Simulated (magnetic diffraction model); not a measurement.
**Magnetic neutron pattern of Ho4MgV6Ga6**

Space group Im-3m (no. 229), a = 8.4050 Å.

```csv
site,atom,x,y,z
8c,Ho,1/4,1/4,1/4
12d,Ga,1/4,0,1/2
12e,V,0.7107,0,0
2a,Mg,0,0,0
```

This is a made-up structure (elements placed in a structure type, unrelaxed), so the numbers test the method and describe no known phase.

Only Ho is taken to order (form factors of Ho3+); orders and moment sizes are assumed, and not adapted to the symmetry. Radiation: neutrons of λ = 1.594 Å, 3° to 65°; isotropic B of 0.25 Å² (Ho), 0.26 Å² (Ga), 0.26 Å² (V) and 0.32 Å² (Mg). Simulated constant-wavelength pattern: nuclear and magnetic terms add, the magnetic one as |2.695 fm × Σ f S⊥ exp(2πi Q·r) exp(−B s²)|², summed over all Q at one angle with the factor 1/(sin²θ cos θ). For collinear order S is the moment m, which repeats by lattice and centring translations R with the sign exp(−2πi k·R). Free-ion form factors, Sears's scattering lengths of 1992, no absorption; a label names one of the reflections at its angle. The strongest nuclear line in the range is 100, and lines under 0.2 are left out.

Assume the order k = (1/2 1/2 1), collinear moments along [010], 8.1 μB on Ho; signs + at (1/4, 1/4, 1/4), + at (3/4, 1/4, 1/4), − at (1/4, 3/4, 1/4), − at (1/4, 1/4, 3/4).

Q: Where does magnetic intensity appear, and how strong is it?

```csv
2θ (°),index,nuclear,magnetic
7.69,(1/2 -1/2 0),0.0,116.5
13.34,(1/2 1/2 1),0.0,126.0
15.41,(1 1 0),17.2,0.0
17.25,(3/2 1/2 0),0.0,44.2
20.44,(3/2 -1/2 1),0.0,79.1
21.86,(2 0 0),7.9,0.0
23.21,(3/2 -3/2 0),0.0,55.7
25.70,(3/2 3/2 1),0.0,22.0
26.86,(2 1 1),55.5,0.0
27.98,(3/2 1/2 2),0.0,65.0
30.10,(5/2 1/2 1),0.0,29.4
31.11,(2 2 0),26.1,0.0
32.10,(5/2 3/2 0),0.0,27.6
33.99,(1/2 1/2 3),0.0,40.6
34.90,(3 1 0),8.1,0.0
35.79,(5/2 -1/2 2),0.0,23.8
37.52,(3/2 -1/2 3),0.0,27.4
38.35,(2 2 2),100.0,0.0
39.18,(7/2 1/2 0),0.0,28.6
40.78,(5/2 5/2 1),0.0,30.6
41.56,(3 2 1),45.5,0.0
42.33,(7/2 -3/2 0),0.0,5.7
43.84,(7/2 3/2 1),0.0,27.6
44.58,(4 0 0),76.4,0.0
45.31,(7/2 1/2 2),0.0,27.3
46.74,(5/2 -3/2 3),0.0,13.4
47.45,(4 1 1),6.4,0.0
48.14,(7/2 5/2 0),0.0,29.3
49.51,(7/2 -5/2 1),0.0,8.0
50.18,(4 2 0),6.3,0.0
50.85,(9/2 -1/2 0),0.0,9.8
52.17,(9/2 1/2 1),0.0,21.0
52.82,(3 3 2),13.9,0.0
53.46,(9/2 3/2 0),0.0,20.9
54.73,(7/2 3/2 3),0.0,14.1
55.36,(4 2 2),18.9,0.0
55.98,(5/2 3/2 4),0.0,16.7
57.22,(7/2 7/2 1),0.0,7.8
57.83,(5 1 0),8.8,0.0
58.44,(9/2 3/2 2),0.0,8.0
59.64,(9/2 5/2 1),0.0,19.6
60.83,(7/2 1/2 4),0.0,12.6
62.00,(9/2 1/2 3),0.0,9.2
62.58,(5 2 1),25.4,0.0
63.16,(11/2 1/2 0),0.0,12.3
64.31,(5/2 1/2 5),0.0,15.2
64.88,(4 4 0),82.0,0.0
```

The strongest magnetic line in the range is (1/2 1/2 1) at 13.34° (126.0). On top of the Lorentz factor, which all lines share, magnetic lines fade with angle because f falls: for Ho3+ it is 0.96, 0.85, 0.71 and 0.44 at sin θ/λ = 0.1, 0.2, 0.3 and 0.5 Å⁻¹, while nuclear lengths stay constant. The order has no net moment.

[Logs are printed without paths, hosts, clocks, repeated set-up lines and the standing remarks that a program may print on its own settings, such as how far it seeks lower states.]
